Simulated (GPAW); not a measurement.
# BaLiF3 (Pm-3m): G0W0 with GPAW, start to end, part 2 of 2

How does a plane-wave GW calculation on BaLiF3 (Pm-3m) run from the first input to the gap?

GPAW 26.7.0; LDA and many-body steps on it, plane waves. Known limits of the many-body steps: not at the basis limit; no spin-orbit coupling; coarse k mesh.

So far. Step 2 (Ground state): The gap is direct, at Γ. Step 3 (Empty states on the mesh, 4×4×4 mesh, 301 bands): On this mesh the gap is 6.505 eV.

### 4. Screening and self-energy, 4×4×4 mesh, 135 bands, screening to 96 eV

Now the one-shot GW correction: screening in the RPA, then the self-energy of the levels asked for.

This step: G0W0 on LDA, plane waves, PAW.

Input file run.py:

```python
import json
import numpy as np
from gpaw.mpi import world
from gpaw.response.g0w0 import G0W0

gw = G0W0('full.gpw',
    filename='gw',
    kpts=[0],
    bands=(14, 18),
    ecut=96,
    nbands=135,
    integrate_gamma='WS',
    ppa=True)
gw.calculate()
res = {mode: {k: v for k, v in r.items() if k != 'sigma_eskwn'}
       for mode, r in gw.all_results.items()}

if world.rank == 0:
    with open('result.json', 'w') as f:
        json.dump(res, f, default=lambda x: x.tolist())
```

On the command line:

```
$ mpirun -n 4 gpaw python run.py
```

Numbers of over 12 decimals in the logs are rounded to 6 here.

Output:

```text
Using integrator: PointIntegrator
FrequencyGridDescriptor(from 0.000+0.000j to 0.000+27.211j eV, 2 points)
Nonperiodic BCs:  [False False False]
Using integrator: PointIntegrator
FrequencyGridDescriptor(from 0.000+0.000j to 0.000+27.211j eV, 2 points)
Nonperiodic BCs:  [False False False]
  ___  _ _ _
 |   || | | |
 | | || | | |
 |__ ||_____|
 |___|

BZ k-points: Symmetries present (total): 48

  [... matrices ...]
64 k-points: 4 x 4 x 4 Monkhorst-Pack grid + [1/8,1/8,1/8]
10 k-points in the irreducible part of the Brillouin zone
       k-points in crystal coordinates                weights
   0:     0.00000000    0.00000000    0.00000000          1/64
   1:     0.25000000    0.00000000    0.00000000          6/64
   2:     0.25000000    0.25000000    0.00000000         12/64
   3:     0.25000000    0.25000000    0.25000000          8/64
   4:     0.50000000    0.00000000    0.00000000          3/64
   5:     0.50000000    0.25000000    0.00000000         12/64
   6:     0.50000000    0.25000000    0.25000000         12/64
   7:     0.50000000    0.50000000    0.00000000          3/64
   8:     0.50000000    0.50000000    0.25000000          6/64
   9:     0.50000000    0.50000000    0.50000000          1/64

Distributing spins, k-points and bands (1 x 1 x 4) over 4 processes
Number of blocks: 1

Quasi particle states:
k-points (IBZ indices): [0]
Band range: (14, 18)
  [... matrices ...]
Computational parameters:
Plane wave cut-off: 96 eV
Number of bands: 135
Coulomb cutoff: None
Broadening: 0.1 eV

fxc modes: GW
Kernel: RPA
Using Godby-Needs plasmon-pole approximation:
  Fitting energy: i*E0, E0 = 1.000 Hartree
Summing all q:

Calculating screened Coulomb potential
No Coulomb truncation
FrequencyGridDescriptor(from 0.000+0.000j to 0.000+27.211j eV, 2 points)
Removing empty qpoint cache files...

Calculating chi0 body with:
    Ground state adapter containing:
    Number of spins: 1
    Number of kpoints: 64
    Number of irreducible kpoints: 10
    Number of completely occupied states: 16
    Number of partially occupied states: 16
    Occupied states memory: 3.375 M / cpu

    Linear response parametrization:
    q_c: [0.0, 0.0, 0.0]
    Number of frequency points: 2
    Planewave cutoff: 96.0
    Number of bands: 135
    Number of planewaves: 147
    Broadening (eta): 1e-06
    comm.size: 4
    kncomm.size: 4
    blockcomm.size: 1

    Memory estimate of potentially large arrays:
        chi0_wGG: 0.659454 M / cpu
Integrating chi0 body.

Symmetries of q_c:
    Direct symmetries (Uq -> q): 48
    Indirect symmetries (TUq -> q): 0
In total 48 allowed symmetries.

  [... matrices ...]
10 groups of equivalent kpoints. 84.375% reduction.

Integral kind: response function
Integrating chi0 head and wings.

Symmetries of q_c:
    Direct symmetries (Uq -> q): 48
    Indirect symmetries (TUq -> q): 0
In total 48 allowed symmetries.

  [... matrices ...]
10 groups of equivalent kpoints. 84.375% reduction.

Integral kind: response function wings

Calculating chi0 body with:
    Ground state adapter containing:
    Number of spins: 1
    Number of kpoints: 64
    Number of irreducible kpoints: 10
    Number of completely occupied states: 16
    Number of partially occupied states: 16
    Occupied states memory: 3.375 M / cpu

    Linear response parametrization:
[... the further q-points ...]

Results:
f:      Occupation numbers
eps:     KS-eigenvalues [eV]
vxc:     KS vxc [eV]
exx:     Exact exchange [eV]
sigma:   Self-energies [eV]
dsigma:  Self-energy derivatives
Z:       Renormalization factors
qp:      QP-energies [eV]

k-point 0 (0): (0.000, 0.000, 0.000)                GW
band       f     eps     vxc     exx   sigma  dsigma       Z      qp
                                                                   GW
  14   1.000   2.855 -24.268 -31.520   5.283  -0.252   0.799   1.282
  15   1.000   2.855 -24.268 -31.521   5.283  -0.252   0.799   1.281
  16   0.000   9.360 -11.641  -6.271  -3.432  -0.138   0.879  11.064
  17   0.000   9.360 -11.641  -6.271  -3.432  -0.138   0.879  11.064
```

It took 45 s on 4 MPI ranks of Arm Neoverse V1, shared host; peak memory 1.4 GiB.

This step gave:

| Property | Result |
| --- | --- |
| G0W0 gap on the points computed | 9.782 eV |
| least direct G0W0 gap on the computed points | 9.782 eV |
| Z at the valence top | 0.7989 |
| Z at the conduction bottom | 0.8791 |
| starting gap on the mesh | 6.505 eV |
| k of the valence top | 0, 0, 0 |
| k of the conduction bottom | 0, 0, 0 |

The gap on the mesh goes from 6.51 eV to 9.78 eV, a correction of +3.28 eV.

Limits: finite bands, cutoff and mesh; no spin-orbit coupling; coarse k mesh. v1 is the top filled band, c1 the lowest empty one. The levels before and after the correction (eV, zero at the valence-band top of each column):

|  | conduction bottom | valence top |
| --- | --- | --- |
| Kohn-Sham | 6.50 | 0.00 |
| G0W0 | 9.78 | 0.00 |

|  | level | energy (eV) |
| --- | --- | --- |
| Kohn-Sham | Γ v2-v1 | 0.000 |
| Kohn-Sham | Γ c1-c2 | 6.505 |
| G0W0 | Γ v2-v1 | 0.000 |
| G0W0 | Γ c1-c2 | 9.782 |

### 5. Where the time went

Times are wall times on 4 MPI ranks of Arm Neoverse V1, shared host, good to a factor of about two.

| step | time | share | memory (GiB) |
| --- | --- | --- | --- |
| ground state | 8.6 s | 10 % | 0.69 |
| empty states on the mesh | 35 s | 40 % | 2.1 |
| screening and self-energy | 45 s | 50 % | 1.4 |

### 6. Results

| Item | Value |
| --- | --- |
| LDA gap | 6.51 eV, direct |
| G0W0 gap on the mesh | 9.78 eV |
| GW settings | 4×4×4 mesh, 135 bands, screening to 96 eV, Godby-Needs plasmon pole |
| known limits | not at the basis limit; no spin-orbit coupling; coarse k mesh |

What this shows: G0W0 moves the gap on the mesh from 6.51 eV to 9.78 eV (+3.28 eV), with Z of 0.80 and 0.88 at the edges. Only 1 of the mesh's irreducible points was corrected, so a valley elsewhere could overtake. Bands and cutoff are finite, so the gap is not at the basis limit. The miss can reach some tenths of an eV and take either sign; the mesh is an error of its own. These stock PAW sets were not made for GW. In the G0W0 run levels were corrected at 1 k point alone, so a gap called «on the mesh» is the least over those, and an edge elsewhere would be missed. The 4×4×4 mesh is coarse for this cell, which bears on the long-range parts of exchange and screening. This is the ideal cubic cell; many perovskites, halides above all, are cubic only on average, and local tilts or off-centring can widen the gap. The many-body steps are scalar-relativistic: spin-orbit coupling is not in them.

[Paths, hosts, dates, memory and timing lines, banners, echoed tables and standing remarks are left out of the program output.]

[Logs are printed without paths, hosts, clocks, repeated set-up lines and the standing remarks that a program may print on its own settings, such as how far it seeks lower states.]

[Runs of the session that timed out or met a known fault of the program may be left out.]

[Hosts, paths, dates, database ids (printed as entryN), source tags and the programs' standing remarks are cut or masked in the printed files.]
